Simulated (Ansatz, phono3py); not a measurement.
# Phonon transport in KI (Fm-3m), part 2 of 2

How well does the lattice of KI conduct heat?

What experiment has found for this phase:
- thermal conductivity 2.6 W/m/K near room temperature (given in “Combining the AFLOW GIBBS and Elastic Libraries to efficiently and robustly screen thermo-mechanical properties of solids”, 2017, arXiv:1611.05714)
- thermal conductivity 2.6 W/m/K near room temperature (given in “Predicting the lattice thermal conductivity of solids by solving the Boltzmann transport equation: AFLOW - AAPL an automated, accurate and efficient framework”, 2017, arXiv:1611.05481)

Ansatz 0.2.0; DFT r2SCAN, scalar-relativistic, plane waves, PAW.

So far. Step 2 (Probe on a coarse mesh): The start is under 0.15 GPa at this level and looks like an insulator or semiconductor on this mesh. Step 4 (Relaxing to small residual forces and stress): The residual pressure is 0.0029 GPa, small enough for phonons. The relaxed cell has a = 7.092 Å (conventional setting).

### Step 5. Third-order constants on small settings

A small supercell and a short cutoff cost little, and show how far such settings carry.

The input, input.yaml:

```yaml
crystal:
  lattice:
    - [0.0, 3.5459631649, 3.5459631649]
    - [3.5459631649, 0.0, 3.5459631649]
    - [3.5459631649, 3.5459631649, 0.0]
  atoms:
    - { symbol: K, position: [0.0, 0.0, 0.0] }
    - { symbol: I, position: [0.5, 0.5, 0.5] }
kpoints:
  mp_grid: { grid: [4, 4, 4] }
hamiltonian:
  xc: r2scan
scf:
  occupations: { method: fixed }
output:
  eigenvalues: true
phonons:
  method: fd
  dielectric: true
  qmesh: [4, 4, 4]
  temperatures: { t_max: 1000, t_step: 50 }
  qpath:
    path:
      - [[0.0, 0.0, 0.0], [0.5, 0.0, 0.5], [0.625, 0.25, 0.625]]
      - [[0.375, 0.375, 0.75], [0.0, 0.0, 0.0], [0.5, 0.5, 0.5], [0.5, 0.25, 0.75], [0.5, 0.0, 0.5]]
    npoints: 10
  third_order: { supercell: [2, 2, 2], pair_cutoff: 3.696 }
  lattice_thermal_conductivity:
    qmesh: [15, 15, 15]
    temperatures: [100.0, 150.0, 200.0, 300.0, 400.0, 500.0]
    isotope_mass_variance: [{ species: I, variance: 0.0 }, { species: K, variance: 0.000164 }]
```

Started as:

```console
> ansatz run input.yaml --threads 8 --pin off --max-ram 16384MiB --backend cpu --events-out ev --progress --plain --runs-dir out
```

Numbers of over 12 decimals in the logs are rounded to 6 here.

Output:

```text
Warning: phonons.dielectric: true without phonons.rigid_motions: the static dielectric tensor ε⁰ will be withheld (ε∞, Z* and the rows of modes are given); for a crystal or a slab, whose only rigid motions are the translations, set phonons.rigid_motions: translations
Warning: phonons.third_order: as it is cut ahead of every solve, the batch solves 28 displaced supercells where 26 would do. It runs under 48 of the 384 operations that the crystal's space group holds on the batch's supercell: the run's FFT boxes carry no more. The force constants lose no accuracy. For the smaller batch, try basis.xc_grid above 1 where it is 1, a denser FFT box (accuracy: high where it is lower, or a larger basis.ecutrho_ratio), or the same crystal shifted so that one of its atoms lies at the cell's origin: each can bring back operations that the batch needs, and none is sure to; [rest of the remark cut]
[...]
Crystal: 8 atoms, lattice volume = 356.691 Å³
Basis set: ecut = 500 eV, 9039 PW (Γ), FFT grids on a1, a2, −2a1−2a2+a3, exchange–correlation on 320×432×600 points (512 copies of the dense FFT grid, shifted against one another)
Bands: 63, of which v1, the nominal top of the filled ones, is band 52 counted from 1 (51 counted from 0)
Symmetry: 32 space group operations
k-points: 9 of 16
[...]
SCF iter   1: F=—  HF=-36295.683197 eV  |F-HF|=—  |Δ(HF+E_count)|=         —  Δρ=1.58e-8  dr2=1.49e-12  dr2_τ=1.63e-14  ethr=1.00e-12  ⟨swp⟩=3.0  Hψ=1455  notcnv=0
[...]
SCF iter   2: F=-36295.683197 eV  HF=-36295.683197 eV  |F-HF|=7.28e-12  |Δ(HF+E_count)|=  7.28e-12  Δρ=4.22e-9  dr2=8.14e-14  dr2_τ=2.14e-15  ethr=1.00e-12  ⟨swp⟩=3.0  Hψ=1359  notcnv=0
SCF 1 converged in 2 iterations: F = -36295.683197 eV  dr2 = 8.14e-14
[...]
SCF iter   2: F=-36295.683197 eV  HF=-36295.683197 eV  |F-HF|=7.28e-12  |Δ(HF+E_count)|=  2.18e-11  Δρ=2.21e-9  dr2=1.68e-14  dr2_τ=5.20e-16  ethr=1.00e-12  ⟨swp⟩=3.1  Hψ=1360  notcnv=0
SCF 2 converged in 2 iterations: F = -36295.683197 eV  dr2 = 1.68e-14
Crystal: 2 atoms, lattice volume = 89.173 Å³
Basis set: ecut = 500 eV, 2229 PW (Γ), exchange–correlation on 160×160×160 points (64 copies of the dense FFT grid, shifted against one another)
Bands: 17, of which v1, the nominal top of the filled ones, is band 13 counted from 1 (12 counted from 0)
Symmetry: 48 space group operations
k-points: 13 of 64 (irreducible under 8 space group operations, time reversal used)
[...]
SCF iter   3: F=-9073.920799 eV  HF=-9073.920799 eV  |F-HF|=1.46e-11  |Δ(HF+E_count)|=  2.00e-11  Δρ=2.56e-7  dr2=3.31e-11  dr2_τ=9.03e-12  ethr=1.00e-12  ⟨swp⟩=1.2  Hψ=500  notcnv=0
SCF 3 converged in 3 iterations: F = -9073.920799 eV  dr2 = 3.31e-11
[...]
NSCF: frozen V_eff on 1 k-points
DFPT response loops at Γ: preconditioner auto → none (the input reference at scf.mixing.eps_inf says where Resta's filter doesn't serve); β = 0.50; Broyden in place of MSR1
Symmetry: 1 space group operations
k-points: 10 of 16 (time reversal used)
[...]
SCF iter   6: F=-36295.683193 eV  HF=-36295.683193 eV  |F-HF|=7.28e-12  |Δ(HF+E_count)|=  3.64e-11  Δρ=2.61e-8  dr2=1.81e-12  dr2_τ=8.37e-14  ethr=1.00e-12  ⟨swp⟩=6.0  Hψ=2825  notcnv=0
SCF 4 converged in 6 iterations: F = -36295.683193 eV  dr2 = 1.81e-12
[...]
SCF iter   6: F=-36295.683192 eV  HF=-36295.683192 eV  |F-HF|=1.46e-11  |Δ(HF+E_count)|=  2.18e-11  Δρ=2.26e-8  dr2=1.77e-12  dr2_τ=7.08e-14  ethr=1.00e-12  ⟨swp⟩=6.0  Hψ=2850  notcnv=0
SCF 5 converged in 6 iterations: F = -36295.683192 eV  dr2 = 1.77e-12
Basis set: ecut = 500 eV, 9065 PW (Γ), FFT grids on a1, a2, −a1+2a2+a3, exchange–correlation on 320×512×512 points (512 copies of the dense FFT grid, shifted against one another)
Symmetry: 16 space group operations
k-points: 7 of 16
SCF iter   1: F=—  HF=-36295.683197 eV  |F-HF|=—  |Δ(HF+E_count)|=         —  Δρ=5.79e-8  dr2=2.27e-11  dr2_τ=2.92e-13  ethr=1.00e-12  ⟨swp⟩=3.0  Hψ=1090  notcnv=0
[...]
SCF iter   2: F=-36295.683197 eV  HF=-36295.683197 eV  |F-HF|=0.00e0  |Δ(HF+E_count)|=    0.00e0  Δρ=1.53e-8  dr2=1.41e-12  dr2_τ=5.13e-14  ethr=1.00e-12  ⟨swp⟩=4.0  Hψ=1289  notcnv=0
SCF 6 converged in 2 iterations: F = -36295.683197 eV  dr2 = 1.41e-12
Symmetry: 2 space group operations
k-points: 7 of 16 (time reversal used)
[...]
SCF iter   6: F=-36295.683192 eV  HF=-36295.683192 eV  |F-HF|=1.46e-11  |Δ(HF+E_count)|=  2.91e-11  Δρ=2.63e-8  dr2=2.06e-12  dr2_τ=9.80e-14  ethr=1.00e-12  ⟨swp⟩=6.0  Hψ=2004  notcnv=0
SCF 7 converged in 6 iterations: F = -36295.683192 eV  dr2 = 2.06e-12
[...]
SCF iter   6: F=-36295.683192 eV  HF=-36295.683192 eV  |F-HF|=1.46e-11  |Δ(HF+E_count)|=  2.18e-11  Δρ=2.02e-8  dr2=1.43e-12  dr2_τ=6.84e-14  ethr=1.00e-12  ⟨swp⟩=6.0  Hψ=2770  notcnv=0
SCF 8 converged in 6 iterations: F = -36295.683192 eV  dr2 = 1.43e-12
[...]
SCF 9 converged in 6 iterations: F = -36295.683192 eV  dr2 = 1.73e-12
[...]
SCF 10 converged in 6 iterations: F = -36295.683192 eV  dr2 = 1.91e-12
Basis set: ecut = 500 eV, 9039 PW (Γ), FFT grids on a1, a2, −2a1+2a2+a3, exchange–correlation on 320×320×864 points (512 copies of the dense FFT grid, shifted against one another)
Symmetry: 64 space group operations
k-points: 6 of 16
[...]
SCF 11 converged in 2 iterations: F = -36295.683197 eV  dr2 = 1.33e-12
[...]
SCF 12 converged in 6 iterations: F = -36295.683193 eV  dr2 = 2.35e-12
[...]
SCF 13 converged in 6 iterations: F = -36295.683192 eV  dr2 = 2.40e-12
Basis set: ecut = 500 eV, 8989 PW (Γ), FFT grids on a1, a2, 2a1−a2+a3, exchange–correlation on 512×432×432 points (512 copies of the dense FFT grid, shifted against one another)
k-points: 5 of 16
[...]
SCF 14 converged in 2 iterations: F = -36295.683197 eV  dr2 = 1.73e-12
[...]
SCF 15 converged in 6 iterations: F = -36295.683193 eV  dr2 = 1.91e-12
[...]
SCF 16 converged in 6 iterations: F = -36295.683192 eV  dr2 = 1.32e-12
Basis set: ecut = 500 eV, 9017 PW (Γ), FFT grids on a1, a2, −a1−a2+a3, exchange–correlation on 320×320×1000 points (512 copies of the dense FFT grid, shifted against one another)
k-points: 4 of 16
[...]
SCF 42 converged in 6 iterations: F = -72591.365077 eV  dr2 = 5.36e-10
[...]
SCF iter   6: F=-72591.365075 eV  HF=-72591.365075 eV  |F-HF|=2.33e-10  |Δ(HF+E_count)|=   7.86e-9  Δρ=2.95e-7  dr2=5.50e-10  dr2_τ=2.47e-11  ethr=1.00e-12  ⟨swp⟩=5.0  Hψ=3616  notcnv=0
SCF 43 converged in 6 iterations: F = -72591.365075 eV  dr2 = 5.50e-10
[...]
SCF iter   6: F=-72591.365527 eV  HF=-72591.365527 eV  |F-HF|=4.37e-11  |Δ(HF+E_count)|=   4.71e-9  Δρ=1.93e-7  dr2=3.12e-10  dr2_τ=1.20e-11  ethr=1.00e-12  ⟨swp⟩=5.0  Hψ=2123  notcnv=0
SCF 44 converged in 6 iterations: F = -72591.365527 eV  dr2 = 3.12e-10
[...]
SCF iter   6: F=-72591.365078 eV  HF=-72591.365078 eV  |F-HF|=2.33e-10  |Δ(HF+E_count)|=   8.22e-9  Δρ=2.90e-7  dr2=5.25e-10  dr2_τ=2.45e-11  ethr=1.00e-12  ⟨swp⟩=5.0  Hψ=3592  notcnv=0
SCF 45 converged in 6 iterations: F = -72591.365078 eV  dr2 = 5.25e-10
[...]
SCF iter   6: F=-72591.364551 eV  HF=-72591.364551 eV  |F-HF|=3.64e-10  |Δ(HF+E_count)|=   1.05e-8  Δρ=3.52e-7  dr2=7.47e-10  dr2_τ=3.73e-11  ethr=1.00e-12  ⟨swp⟩=4.0  Hψ=2606  notcnv=0
SCF 46 converged in 6 iterations: F = -72591.364551 eV  dr2 = 7.47e-10
[...]
SCF iter   6: F=-72591.365528 eV  HF=-72591.365528 eV  |F-HF|=2.91e-11  |Δ(HF+E_count)|=   4.80e-9  Δρ=1.94e-7  dr2=3.19e-10  dr2_τ=1.23e-11  ethr=1.00e-12  ⟨swp⟩=5.0  Hψ=2122  notcnv=0
SCF 47 converged in 6 iterations: F = -72591.365528 eV  dr2 = 3.19e-10
[...]
SCF iter   6: F=-72591.365073 eV  HF=-72591.365073 eV  |F-HF|=3.06e-10  |Δ(HF+E_count)|=   8.53e-9  Δρ=2.82e-7  dr2=5.03e-10  dr2_τ=2.32e-11  ethr=1.00e-12  ⟨swp⟩=5.0  Hψ=3692  notcnv=0
SCF 48 converged in 6 iterations: F = -72591.365073 eV  dr2 = 5.03e-10
[...]
SCF iter   6: F=-72591.364689 eV  HF=-72591.364689 eV  |F-HF|=4.22e-10  |Δ(HF+E_count)|=   1.09e-8  Δρ=3.40e-7  dr2=6.76e-10  dr2_τ=3.34e-11  ethr=1.00e-12  ⟨swp⟩=3.8  Hψ=2436  notcnv=0
SCF 49 converged in 6 iterations: F = -72591.364689 eV  dr2 = 6.76e-10
SCF converged after 2 iterations
Free energy (F): -36295.683197 eV
[...]
Internal energy: -36295.683197 eV  (E = F + TS)
E sigma→0 (E₀):  -36295.683197 eV
Fermi energy:    1.838731 eV
[...]
--- Band table (eV; the first three rows and the last of 9) ---
  k-point 0: bands = [... 48 lower, 1.5209, 1.8387, 1.8387, 1.8387, 6.4206, 7.2379, 8.3123, 8.5700, ... 7 higher]
  k-point 1: bands = [... 48 lower, 1.6679, 1.6679, 1.6679, 1.6679, 7.4751, 7.4751, 8.0025, 8.0025, ... 7 higher]
  k-point 2: bands = [... 48 lower, 1.6347, 1.6347, 1.6347, 1.6347, 7.7681, 7.7681, 7.8541, 7.8541, ... 7 higher]
  k-point 8: bands = [... 48 lower, 1.5117, 1.5117, 1.5117, 1.5117, 7.8541, 7.8541, 8.8104, 8.8104, ... 7 higher]
--- Phonons: 13 displaced members + 5 references (amplitude of the first 0.0025 Å, Σ member SCF iterations 75) ---
  ASR residual: 6.635e-4 → 0.000e0 eV/Å²; symmetrization residual: 5.809e-4 eV/Å²
  largest component of a force at the reference: 7.8e-27 eV/Å
  ASR residual per site (eV/Å²): 6.63e-4 1.50e-4
  Γ frequencies (cm⁻¹): 0.00 0.00 0.00 100.87 100.87 100.87
  Unit cell's response to a homogeneous field, on a k mesh of 4×4×4: 1 representative field direction (Σ response iterations 8)
  ε∞ (high-frequency dielectric tensor):
        2.719075    -0.000000    -0.000000
        0.000000     2.719075    -0.000000
        0.000000     0.000000     2.719075
  ε⁰ (static dielectric tensor): not given — the deck does not say what the cell's rigid motions are, and on a molecule in a box or a wire the rigid rotations would enter the sum over the modes at Γ. For a crystal or a slab, whose only rigid motions are the translations, set phonons.rigid_motions: translations.
  Born effective charges Z* (e; rows j = field, columns β = displacement):
    site 0:
         1.11920    0.00000    0.00000
        -0.00000    1.11920   -0.00000
        -0.00000   -0.00000    1.11920
    site 1:
        -1.11920   -0.00000   -0.00000
         0.00000   -1.11920    0.00000
         0.00000    0.00000   -1.11920
  Z* charge neutrality: 1.033e-4 e pre-enforcement
  k-mesh period / interband length: 20.1 Å / 1.41 Å = 14.28 at k = (0.0000, 0.0000, 0.0000), direct gap 4.582 eV — 14 or more, which is no proof of convergence
  optical modes at Γ without the LO–TO term, one row a degenerate level:
      ω (cm⁻¹)  modes    IR ((D/Å)²/amu)
        100.87      3             2.9006
  optical modes at Γ + LO–TO along q̂ = [1.0000, 0.0000, 0.0000]:
      ω (cm⁻¹)  modes    IR ((D/Å)²/amu)
        100.87      2             1.9337
        136.67      1             0.9669
  optical modes at Γ + LO–TO along q̂ = [0.0000, 1.0000, 0.0000]:
      ω (cm⁻¹)  modes    IR ((D/Å)²/amu)
        100.87      2             1.9337
        136.67      1             0.9669
  optical modes at Γ + LO–TO along q̂ = [0.0000, 0.0000, 1.0000]:
      ω (cm⁻¹)  modes    IR ((D/Å)²/amu)
        100.87      2             1.9337
        136.67      1             0.9669
--- Phonons (by wavevector): 8 wavevectors in 5 supercells ---
  supercell 1 (4 cells, vectors [1, 0, 0], [-1, 1, 1], [0, 0, 4] in multiples of the cell's): 2 displaced members by 0.0025 Å; free energy -36295.683197 eV; taken off its force constants: by the sum rule 3.2e-4, by the symmetrisation 4.4e-4 eV/Å²
  symmetry images taken by strict's conditions (phonons.symmetry_images: auto; settled by no image being taken that strict refuses)
[...]
q = [0.0000, 0.0000, 0.0000] (star 1, supercell 1; hermiticity 0.00e0, symmetrization 2.72e-5): -0.00 -0.00 0.00 100.87 100.87 100.87
[...]
joined force constants: q→R imaginary residual 5.13e-18
  density of states and harmonic sums: on the 16×16×16 q-mesh, interpolated from the force constants of a 4×4×4 supercell (with the dipole–dipole term)
  largest difference from the sums on the solved wave vectors: F 1.55e-2 eV, S 1.95e-5 and C_V 3.97e-6 eV/K
  zero-point energy: 0.028135 eV/cell   skipped modes (ω ≤ 0): 3   left out of the sums: 1.22e-4 of the cell's modes: C_V's classical limit lies that fraction below 3 k_B per atom; for a crystal, a wire or a layer, F and S can be off by more, and a phonons.interpolated_qmesh denser along its periods is the remedy for the sampling
--- Third-order force constants: 28 member SCFs in a 2×2×2 supercell (pair cutoff 3.696 Å, amplitude 0.03 Å, SCF threshold 1.00e-9 eV, Σ member SCF iterations 170) ---
[...]
38 force-constant blocks with the first atom in the home cell, fitted with 6 parameters over 4 symmetry orbits; no atom triplet left out
  sum-rule residual: 6.458e-2 → 6.939e-17 eV/Å³; symmetrization residual: 3.951e-3 eV/Å³; largest sum-rule correction relative to its orbit: 3.275e-2, on the orbit of the block of home site 0 with site 1 of cell (-1, -1, 0) and site 0 of cell (0, 0, 0), whose norm before the correction was 2.591e0 eV/Å³
--- Lattice thermal conductivity: 15×15×15 mesh (120 irreducible points), tetrahedron method ---
  three-phonon and isotope scattering only; four-phonon, boundary and, in a metal, phonon-electron scattering are left out
  each conductivity is what the modes' populations carry and what the coherences between them add
  conductivity (a third of the tensor's trace), W/(m K), in the relaxation-time approximation and from the full solution:
       T (K)   relaxation time   full solution  iterations             ending  least Ritz value
      100.00            9.6312          9.8027           9          converged          5.983e-1
      150.00            6.1578          6.2688           9          converged          5.877e-1
      200.00            4.5587          4.6419           9          converged          5.829e-1
      300.00            3.0231          3.0792           9          converged          5.784e-1
      400.00            2.2737          2.3162           9          converged          5.763e-1
      500.00            1.8290          1.8632           9          converged          5.751e-1
```

Elapsed: 22 min, on 8 threads of Arm Neoverse V1, shared host; peak memory 14 GiB; 2.8 h of CPU time.

This step gave:

* Γ frequencies: 0, 0, 0, 100.9, 100.9, 100.9 cm⁻¹ (negative: imaginary)
* lowest frequency on the path: 0 cm⁻¹
* zero-point energy: 0.02814 eV/cell
* point group: m-3m
* highest frequency: 136.7 cm⁻¹
* Debye temperature from the second moment: 152 K
* κ at 300 K (relaxation time): 3.023 W/m/K
* κ at 300 K (full solution): 3.079 W/m/K
* dipole term: run
* mean free path at half of κ: 24.4 nm
* share of κ above the three lowest branches: 0.037
* third-order blocks: 38
* periodic aliases dropped: 0
* largest relative sum-rule correction: 0.03275
* displaced cells, third order: 28

W/m/K. Kappa, by row:

| T (K) | RTA xx | RTA yy | RTA zz | full xx | full yy | full zz | coherence part xx | coherence part yy | coherence part zz | ending | iterations | least Ritz value |
| --- | --- | --- | --- | --- | --- | --- | --- | --- | --- | --- | --- | --- |
| 100 | 9.631 | 9.631 | 9.631 | 9.803 | 9.803 | 9.803 | 0.01513 | 0.01513 | 0.01513 | converged | 9 | 0.598 |
| 150 | 6.158 | 6.158 | 6.158 | 6.269 | 6.269 | 6.269 | 0.02085 | 0.02085 | 0.02085 | converged | 9 | 0.588 |
| 200 | 4.559 | 4.559 | 4.559 | 4.642 | 4.642 | 4.642 | 0.02554 | 0.02554 | 0.02554 | converged | 9 | 0.583 |
| 300 | 3.023 | 3.023 | 3.023 | 3.079 | 3.079 | 3.079 | 0.03327 | 0.03327 | 0.03327 | converged | 9 | 0.578 |
| 400 | 2.274 | 2.274 | 2.274 | 2.316 | 2.316 | 2.316 | 0.03947 | 0.03947 | 0.03947 | converged | 9 | 0.576 |
| 500 | 1.829 | 1.829 | 1.829 | 1.863 | 1.863 | 1.863 | 0.04452 | 0.04452 | 0.04452 | converged | 9 | 0.575 |

This rung gives 3.02 W/(m K) at 300 K by relaxation time, but with 16 atoms, 1 neighbour distance inside the cutoff and a 15×15×15 mesh it is a test, not the conductivity of the crystal.

### Step 6. Outcome

```json
{"conductivity": "not obtained on sound settings"}
```

In words: No conductivity was obtained: no run with a large enough supercell and cutoff finished.

[Logs are printed without paths, hosts, clocks, repeated set-up lines and the standing remarks that a program may print on its own settings, such as how far it seeks lower states.]

[Hosts, paths, dates, database ids (printed as entryN), source tags and the programs' standing remarks are cut or masked in the printed files.]

[A step with changed settings may run another functional than the one named; its input shows which.]
